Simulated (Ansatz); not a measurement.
## Stack of 2H-WSTe under Hf2CO2 MXene, shifted by a third of the diagonal in a perpendicular field

Wanted: the out-of-plane response of the stack of 2H-WSTe under Hf2CO2 MXene, shifted by a third of the diagonal. A positive field points along +c.

Main program and level: Ansatz 0.2.0; plane-wave DFT, PBE-D3(BJ), Ansatz PAW.

Report form: the programs' logs are mostly left out.

### Step 1. The structure

The cell holds 8 atoms: 1 Te, 1 W, 1 S, 2 O, 2 Hf and 1 C. Cell: a = 3.327 Å, b = 3.327 Å, c = 54.217 Å, α = 90.0°, β = 90.0°, γ = 120.0°. Regions: layer 1: 2H-WSTe, 3 atoms (1 Te, 1 W and 1 S); layer 2: Hf2CO2 MXene, 5 atoms (2 O, 2 Hf and 1 C). Vacuum lies along c.

Structure file:

```cif
data_structure
_symmetry_space_group_name_H-M 'P 1'
_symmetry_Int_Tables_number 1
_cell_length_a 3.3270
_cell_length_b 3.3270
_cell_length_c 54.2166
_cell_angle_alpha 90.000
_cell_angle_beta 90.000
_cell_angle_gamma 120.000
_cell_volume 519.72
loop_
_atom_site_label
_atom_site_type_symbol
_atom_site_fract_x
_atom_site_fract_y
_atom_site_fract_z
_atom_site_occupancy
Te1 Te 0.33333 0.66667 0.39287 1
W2 W 0.00000 0.00000 0.43153 1
S3 S 0.33333 0.66667 0.46137 1
O4 O 0.66667 0.33333 0.51578 1
Hf5 Hf 0.00000 0.00000 0.53752 1
C6 C 0.33333 0.66667 0.56145 1
Hf7 Hf 0.66667 0.33333 0.58539 1
O8 O 0.00000 0.00000 0.60713 1
```

### Step 2. Relaxation

The starting cell is a guess, so the in-plane lattice and the atoms are relaxed first, with the slab cut off from its images along the normal.

Contents of input.yaml:

```yaml
crystal:
  lattice:
    - [3.327, 0.0, 0.0]
    - [-1.6635, 2.8812665184, 0.0]
    - [0.0, 0.0, 54.2165969895]
  atoms:
    - { symbol: Te, position: [0.3333333333, 0.6666666667, 0.3928686266] }
    - { symbol: W, position: [0.0, 0.0, 0.4315307495] }
    - { symbol: S, position: [0.3333333333, 0.6666666667, 0.461365183] }
    - { symbol: O, position: [0.6666666667, 0.3333333333, 0.5157765656] }
    - { symbol: Hf, position: [0.0, 0.0, 0.5375175395] }
    - { symbol: C, position: [0.3333333333, 0.6666666667, 0.5614539695] }
    - { symbol: Hf, position: [0.6666666667, 0.3333333333, 0.5853903994] }
    - { symbol: O, position: [0.0, 0.0, 0.6071313734] }
  periodic: [true, true, false]
kpoints:
  mp_grid: { grid: [12, 12, 1] }
hamiltonian:
  xc: pbe
  dispersion: d3bj
scf:
  occupations: { method: fermi_dirac, width: 0.05 }
  convergence: { dr2_threshold: 1.0e-09 }
relax:
  f_tol: 0.004
  max_steps: 90
  cell: {}
output:
  write_potential: true
  write_density: true
  volumetric_format: npy
```

Started as:

```bash
> ansatz run input.yaml --threads 2 --pin off --max-ram 3072MiB --backend cpu --events-out ev --progress --plain --runs-dir out
```

Wall time 16 min (2 threads of Intel Xeon at 2.50GHz (Skylake/Cascade Lake), shared host); peak memory 1.2 GiB; 31 min of CPU time.

Step by step:

```
step  energy less that of the first step (eV)  largest force component (eV/Å)  volume (Å³)
   1                                   0.0000                          4.3548       519.72
   2                                  -1.1535                          2.2927       509.59
   3                                  -1.3515                          0.2386       515.09
   4                                  -1.3599                          0.1870       514.30
   5                                  -1.4050                          0.1075       505.16
   6                                  -1.4056                          0.0186       505.80
   7                                  -1.4057                          0.0072       505.78
   8                                  -1.4057                          0.0022       505.77
  9*                                  -1.4003                          0.0022       505.77
  10                                  -1.4004                          0.0009       505.58
 11*                                  -1.4003                          0.0009       505.58
```

Relaxation steps marked * repeat the geometry before them on a plane-wave basis chosen anew for their cell, so energy and pressure can jump there.

The run keeps the 6 symmetry operations that it works with, so distortions that break them were not tested.

```
cell as run  before  after  change
      a (Å)   3.327  3.281  -1.4 %
      b (Å)   3.327  3.281  -1.4 %
```

The atoms that moved most (Å, along periodic axes as changes of fractional coordinates times the final cell, across vacuum about the mean position):

```
atom     dx     dy      dz  length
 Te1  0.000  0.000   0.467   0.467
  O8  0.000  0.000  -0.371   0.371
  W2  0.000  0.000   0.310   0.310
 Hf5  0.000  0.000  -0.270   0.270
  C6  0.000  0.000  -0.196   0.196
  S3  0.000  0.000   0.193   0.193
 Hf7  0.000  0.000  -0.121   0.121
  O4  0.000  0.000  -0.012   0.012
```

The lattice constant a goes from 3.327 to 3.281 Å.

### Step 3. Atoms held, field 0, start network

A sawtooth potential applies the field, turning back in the middle of the vacuum. With the dipole correction the typed value is the field outside the slab. The induced dipole is small, so the SCF threshold is tight.

The cell differs from the one that the last finished run ended in (c 54.217 → 28.778 Å).

Contents of input.yaml:

```yaml
crystal:
  lattice:
    - [3.2814212578, 0.0, 0.0]
    - [-1.6407106289, 2.8417941698, 0.0]
    - [0.0, 0.0, 28.7778452404]
  atoms:
    - { symbol: Te, position: [0.3333333333, 0.6666666667, 0.3127405796] }
    - { symbol: W, position: [0.0, 0.0, 0.3801219153] }
    - { symbol: S, position: [0.3333333333, 0.6666666667, 0.4322489609] }
    - { symbol: O, position: [0.6666666667, 0.3333333333, 0.5276346112] }
    - { symbol: Hf, position: [0.0, 0.0, 0.5596252961] }
    - { symbol: C, position: [0.3333333333, 0.6666666667, 0.607314377] }
    - { symbol: Hf, position: [0.6666666667, 0.3333333333, 0.6550009306] }
    - { symbol: O, position: [0.0, 0.0, 0.6872594204] }
kpoints:
  mp_grid: { grid: [18, 18, 1] }
  band_path:
    path: [[0, 0, 0], [0.5, 0, 0], [0.33333333, 0.33333333, 0], [0, 0, 0]]
    npoints: 16
hamiltonian:
  xc: pbe
  dispersion: d3bj
scf:
  occupations: { method: fermi_dirac, width: 0.02585 }
  convergence: { dr2_threshold: 1.0e-10 }
efield:
  axis: 3
  dipole_correction: true
  ramp_position: 0.97
  ramp_width: 0.06
  amplitude: 0
output:
  dos: { projected: true, e_range: [-6, 5] }
  write_potential: true
  write_density: true
  volumetric_format: npy
  elf: true
```

Elapsed: 2.4 min, on 2 threads; peak memory 1 GiB.

Numbers from this step:

* gap on the k-mesh: 1.026 eV
* dipole along the normal: -0.07004 e·Å
* gap along the path: 1.007 eV
* smallest direct gap along the path: 1.779 eV
* step between the vacuum levels: 1.359 eV
* ionisation energy, upper face: 5.348 eV
* electron affinity, upper face: 4.341 eV
* ionisation energy, lower face: 3.989 eV
* gap, the smaller of path and mesh: 1.007 eV

Running mean over a fixed 2.7 Å (it still follows the layers) of the planar mean; the ramp of the sawtooth is left out. The electron's electrostatic potential energy less the Fermi level by z:

z (Å), electron's electrostatic potential energy less the Fermi level (eV) and a bar from the least value:
```
      3.5        3.5 ###########################
      4.0        3.5 ###########################
      4.5        3.5 ###########################
      5.0        3.5 ###########################
      5.5        3.5 ###########################
      6.0        3.4 ###########################
      6.5        3.1 ###########################
      7.0        1.9 ########################
      7.5        0.5 ######################
      8.0       -0.5 ####################
      8.5       -2.2 ################
      9.0       -4.0 #############
      9.5       -6.6 ########
     10.0       -8.5 ####
     10.5       -9.9 ##
     11.0      -10.6 
     11.5      -10.8 
     12.0       -9.0 ###
     12.5       -5.4 ##########
     13.0       -2.4 ################
     13.5       -0.8 ###################
     14.0       -0.8 ###################
     14.5       -2.3 ################
     15.0       -5.1 ###########
     15.5       -7.6 ######
     16.0       -9.3 ###
     16.5       -9.9 ##
     17.0       -9.2 ###
     17.5       -8.9 ###
     18.0       -9.2 ###
     18.5       -9.9 ##
     19.0       -9.2 ###
     19.5       -7.4 #######
     20.0       -4.7 ############
     20.5       -1.4 ##################
     21.0        1.8 ########################
     21.5        4.0 ############################
     22.0        4.7 ##############################
     22.5        4.8 ##############################
     23.0        4.9 ##############################
     23.5        4.9 ##############################
     24.0        4.9 ##############################
     24.5        4.9 ##############################
     25.0        4.9 ##############################
     25.5        4.9 ##############################
```

The density of states has structure finer than the step of the table below, so its rows give means over 0.2 eV, whole bins alone (the curve runs from -6 to 2.52 eV). Peaks (eV: height): -4.90: 16.0, -4.79: 18.2, -4.37: 12.6, -4.24: 11.0, -2.99: 10.5, 1.61: 10.3, 1.91: 14.4.

Density of states against energy, zero at the Fermi level of the run, which the smearing sets inside the gap; means over each step:

| energy (eV) | density of states (states/eV a cell) |
| --- | --- |
| -5.8 | 4.78 |
| -5.6 | 5.09 |
| -5.4 | 6.38 |
| -5.2 | 7.09 |
| -5.0 | 8.70 |
| -4.8 | 12.8 |
| -4.6 | 6.58 |
| -4.4 | 9.19 |
| -4.2 | 7.06 |
| -4.0 | 3.61 |
| -3.8 | 2.46 |
| -3.6 | 2.46 |
| -3.4 | 4.09 |
| -3.2 | 2.79 |
| -3.0 | 7.29 |
| -2.8 | 5.38 |
| -2.6 | 4.61 |
| -2.4 | 3.39 |
| -2.2 | 4.11 |
| -2.0 | 5.37 |
| -1.8 | 6.30 |
| -1.6 | 3.90 |
| -1.4 | 3.23 |
| -1.2 | 6.65 |
| -1.0 | 1.34 |
| -0.8 | 0.922 |
| -0.6 | 0.386 |
| -0.4 | 0.00411 |
| -0.2 | 0 |
| 0.0 | 0 |
| 0.2 | 0 |
| 0.4 | 0 |
| 0.6 | 2.10 |
| 0.8 | 4.02 |
| 1.0 | 3.92 |
| 1.2 | 3.04 |
| 1.4 | 2.89 |
| 1.6 | 5.15 |
| 1.8 | 6.00 |
| 2.0 | 4.15 |
| 2.2 | 3.14 |
| 2.4 | 3.18 |

Projected DOS per atom over height of the atomic layer and energy from the Fermi level. Layers: Te W S O Hf C Hf O from below.

Values in states/eV, 22 rows by 8 columns, each cell a mean:
```
0.29 1.29 0.62 0.06 0.34 0.06 0.29 0.05
0.43 2.23 0.79 0.05 0.36 0.04 0.34 0.05
0.52 1.74 0.27 0.12 0.74 0.12 0.71 0.12
0.33 0.99 0.15 0.14 0.60 0.09 0.58 0.14
0.66 1.64 0.22 0.13 0.38 0.04 0.37 0.13
0.07 0.15 0.02 0.01 0.03 0.00 0.03 0.01
0.00 0.00 0.00 0.00 0.00 0.00 0.00 0.00
0.00 0.00 0.00 0.00 0.00 0.02 0.00 0.00
0.01 0.21 0.17 0.05 0.04 0.20 0.04 0.04
0.91 2.21 0.81 0.08 0.08 0.32 0.08 0.07
0.28 0.76 0.17 0.31 0.26 1.11 0.25 0.32
0.40 1.07 0.29 0.47 0.48 1.96 0.47 0.49
0.43 0.58 0.27 0.25 0.34 1.15 0.33 0.26
1.23 0.64 0.86 0.30 0.33 0.94 0.32 0.30
1.18 0.58 0.62 0.42 0.42 1.05 0.42 0.43
0.58 1.03 0.90 0.13 0.13 0.37 0.13 0.14
0.52 1.05 1.13 0.08 0.03 0.02 0.01 0.03
0.69 0.89 1.32 1.95 0.34 0.31 0.39 2.22
0.64 0.74 0.77 2.35 0.68 0.48 0.84 2.82
0.66 0.71 0.89 2.43 0.85 0.39 0.80 2.10
0.64 0.52 0.60 1.42 0.59 0.20 0.64 1.53
0.41 0.36 0.54 1.03 0.50 0.23 0.53 1.00
```
Columns: height of the atomic layer (Å) from 9 to 19.8 (not evenly spaced); rows upwards: energy from the Fermi level (eV) from -5.96 to 2.5.

The electronic bands at the labelled points (eV, zero at the Fermi level of the run, which the smearing sets inside the gap):

```
  point  band 49  band 50  band 51  band 52  band 53  band 54  band 55  band 56
      Γ    -1.49    -0.67    -0.48    -0.48     1.75     1.75     2.09     2.09
halfway    -1.69    -1.67    -1.54    -1.47     0.79     1.03     1.76     2.35
      M    -1.98    -1.69    -1.65    -1.27     0.54     1.35     1.72     2.69
halfway    -2.99    -2.54    -2.18    -1.13     1.18     1.42     1.95     2.58
      K    -2.91    -2.88    -2.86    -1.04     0.82     1.68     2.09     2.71
halfway    -2.49    -2.21    -1.68    -1.20     0.58     1.48     1.57     2.14
      Γ    -1.49    -0.67    -0.48    -0.48     1.75     1.75     2.09     2.09
```

Electrostatic potential energy in the ca plane at fractional y = 0.667, with atoms of Te and S and C within 0.2 Å of it. With pseudopotentials it is smooth inside the atoms' cores, unlike the true potential.

Ten even steps from '0' (-30 eV) to '9' (9 eV), each cell a mean:
```
99999999999998888875457899999998754578887546
99999999999999888875457899999998754568886445
99999999999998767876567888999998865678887656
99999999999975444688777545899999877787778777
99999999999855896478885000489999988873137888
99999999999847999478983010289999999860006899
99999999999856998478884000389999988861017888
99999999999964674578886312699999888886468888
99999999999986546777677778999999876778887767
```
Columns run along c (16.0 Å, from fractional 0.13 to 0.68 of the cell; values clipped at the 3rd and 97th percentile), rows up along a (3.3 Å). Atoms in or near the plane, at fractional coordinates: Te at (0.31, 0.33), S at (0.43, 0.33), C at (0.61, 0.33).

ELF in the ca plane at fractional y = 0.667, with atoms of Te and S and C within 0.2 Å of it. It is the smooth field of the valence electrons, not physical close to the nuclei.

Values, 5 rows by 16 columns, each cell a mean:
```
0.01 0.06 0.24 0.37 0.22 0.26 0.25 0.11 0.20 0.39 0.20 0.22 0.15 0.24 0.49 0.15
0.02 0.25 0.52 0.48 0.34 0.25 0.58 0.44 0.13 0.30 0.14 0.47 0.29 0.17 0.36 0.09
0.13 0.67 0.57 0.21 0.41 0.40 0.60 0.85 0.16 0.09 0.37 0.65 0.67 0.16 0.07 0.01
0.16 0.73 0.51 0.10 0.38 0.41 0.40 0.86 0.21 0.06 0.48 0.52 0.71 0.22 0.04 0.01
0.05 0.44 0.63 0.45 0.42 0.31 0.74 0.68 0.10 0.20 0.18 0.65 0.45 0.13 0.24 0.05
```
Columns run along c (16.0 Å, from fractional 0.20 to 0.76 of the cell), rows up along a (3.3 Å). Atoms in or near the plane, at fractional coordinates: Te at (0.31, 0.33), S at (0.43, 0.33), C at (0.61, 0.33).

Valence density in the ca plane at fractional y = 0.667, with atoms of Te and S and C within 0.2 Å of it. It is the smooth field of the valence electrons, not physical close to the nuclei.

Ten steps, logarithmic in the rise over the least value, from '0' (0 e/Å³) to '9' (14 e/Å³), each cell a mean:
```
00000011222223432211000012334322222343321000
00000001122223432211000012344321112344321000
00000012222223332222100012233322222333221000
00000123454322223443210001112233332221110000
00000136886322224444421000111234543211000000
00001247998422234424421000011245554211000000
00000237997422234434421000011245553211000000
00000134665322223444320001111234443211100000
00000112333222323332210011222222322222211000
```
Columns run along c (16.0 Å, from fractional 0.20 to 0.76 of the cell), rows up along a (3.3 Å). Atoms in or near the plane, at fractional coordinates: Te at (0.31, 0.33), S at (0.43, 0.33), C at (0.61, 0.33).

The gap is 1.01 eV, with the valence edge 5.35 eV and the conduction edge 4.34 eV under the upper vacuum level. Spin-orbit coupling, left out in this run, matters for the bands of elements this heavy.

### Step 4. Single point, field 0.1 V/Å

input.yaml, as its differences from that of step 3:

```diff
@@ -28,7 +28,6 @@
   dipole_correction: true
-  ramp_position: 0.97
-  ramp_width: 0.06
-  amplitude: 0
+  ramp_position: 0.9486
+  ramp_width: 0.0833
+  amplitude: 0.1
 output:
-  dos: { projected: true, e_range: [-6, 5] }
   write_potential: true
@@ -36,2 +35 @@
   volumetric_format: npy
-  elf: true
```

Wall time 3.5 min (2 threads); peak memory 1 GiB; 6.8 min of CPU time.

The dipole is -0.0119 e·Å, 0.0581 e·Å from its value without field, and the gap 0.869 eV.

### Step 5. Atoms held, field -0.1 V/Å

input.yaml, as its differences from that of step 4:

```diff
@@ -30,3 +30,3 @@
   ramp_width: 0.0833
-  amplitude: 0.1
+  amplitude: -0.1
 output:
```

Wall time 3.5 min (2 threads); peak memory 1 GiB; 6.9 min of CPU time.

The dipole is -0.128 e·Å, -0.0581 e·Å from its value without field, and the gap 1.026 eV.

### Step 6. Response, atoms held

This step: plane-wave DFT, PBE-D3(BJ), Ansatz PAW; response to a field along the normal, atoms held (Ansatz 0.2.0).

The dipoles give the slope, and the difference of two potentials shows where the field is screened.

This step gave:

```yaml
equivalent_conductor_thickness_p_eps_0ae: 11.27 Å
distance_between_the_outer_atoms: 10.78 Å
```

The dipole of the cell by applied field:

| applied field (V/Å) | dipole of the cell (e·Å) |
| --- | --- |
| -0.1000 | -0.128 |
| 0.0000 | -0.0700 |
| 0.1000 | -0.0119 |

Local field over the applied field, running mean. From the potentials at -0.1 and 0.1 V/Å; running mean over 2.8 Å. Local field over applied field against z:

```
z (Å)  local field over applied field
    5                           0.989
    6                           0.925
    7                           0.692
    8                           0.371
    9                           0.107
   10                          0.0380
   11                          0.0400
   12                           0.112
   13                           0.287
   14                           0.380
   15                           0.314
   16                           0.143
   17                          0.0702
   18                          0.0716
   19                           0.157
   20                           0.403
   21                           0.707
   22                           0.931
   23                           0.992
   24                           0.999
```

Electrons, planar mean, per unit field. Induced electron density against z:

```
z (Å)  induced electron density (e/Å³ per V/Å)
  4.5                                   1.3e-5
  5.0                                   4.0e-5
  5.5                                   1.2e-4
  6.0                                   3.2e-4
  6.5                                   8.1e-4
  7.0                                  0.00186
  7.5                                  0.00328
  8.0                                  0.00298
  8.5                                   7.2e-4
  9.0                                   6.7e-4
  9.5                                   4.1e-4
 10.0                                  -6.6e-4
 10.5                                  -4.0e-4
 11.0                                   4.6e-4
 11.5                                   1.4e-4
 12.0                                  -5.2e-4
 12.5                                  -8.3e-4
 13.0                                 -0.00231
 13.5                                 -0.00242
 14.0                                   1.3e-4
 14.5                                  0.00242
 15.0                                  0.00127
 15.5                                  0.00137
 16.0                                  -6.1e-5
 16.5                                   3.3e-4
 17.0                                   4.9e-4
 17.5                                  -1.1e-5
 18.0                                  -5.7e-4
 18.5                                  -2.5e-4
 19.0                                   3.6e-5
 19.5                                 -0.00160
 20.0                                 -0.00159
 20.5                                 -0.00346
 21.0                                 -0.00200
 21.5                                  -7.8e-4
 22.0                                  -2.6e-4
 22.5                                  -8.1e-5
 23.0                                  -2.4e-5
 23.5                                  -6.7e-6
 24.0                                  -1.9e-6
 24.5                                  -5.4e-7
```

The smaller of the gaps on the path and on the k-mesh, counted as 0 under 0.03 eV. The gap by applied field:

| applied field (V/Å) | gap (eV) |
| --- | --- |
| -0.1000 | 1.03 |
| 0.0000 | 1.01 |
| 0.1000 | 0.869 |

By hand: between -0.1 and 0.1 V/Å the dipole changes by 0.1162 e·Å, a slope of 0.5808 e·Å²/V. A perfect conductor of thickness t has p = ε₀AEt, so t = 180.95 × 0.5808 / 9.325 = 11.27 Å (e/ε₀ = 180.95 V·Å, A in Å²).

The induced dipole is that of a conductor 11.27 Å thick.

### Step 7. What came out

| Quantity | Value |
| --- | --- |
| gap without field | 1.01 eV |
| ionisation energy, upper face | 5.35 eV |
| electron affinity, upper face | 4.34 eV |
| step between the vacuum levels | 1.36 eV |
| equivalent conductor thickness, atoms held | 11.3 Å |

What this shows: The induced dipole equals that of a perfect conductor 11.27 Å thick, while the outer atoms lie 10.78 Å apart; an out-of-plane ε follows only once a thickness t is chosen, by 1 − 1/ε = 11.27 Å / t. The two faces differ: the vacuum level above lies 1.36 eV higher than the one below. The gap goes from 1.01 eV to 1.03 eV at -0.1 V/Å. With the field reversed the gap is 0.87 eV at 0.1 V/Å. Semilocal functionals give gaps that are too small, and excitons are not included. Spin-orbit coupling is left out, which matters for the bands of elements this heavy. The MXene's terminations sit over the metal atoms of its far layer; the site over carbon or nitrogen, which some compounds prefer, was not run.

[Logs are printed without paths, hosts, clocks, repeated set-up lines and the standing remarks that a program may print on its own settings, such as how far it seeks lower states.]

[Hosts, paths, dates, database ids (printed as entryN), source tags and the programs' standing remarks are cut or masked in the printed files.]

[Maps of the electrostatic potential energy from Ansatz leave out the sawtooth potential of an applied field or a dipole correction, so their vacuum need not be flat; planar profiles and work functions include it.]

[The density of states shown here was stored with 400 of the rows of the run's finer table, so its peaks can read low, often by over a quarter, or be missed, and its means over a window can be off by a tenth or more.]
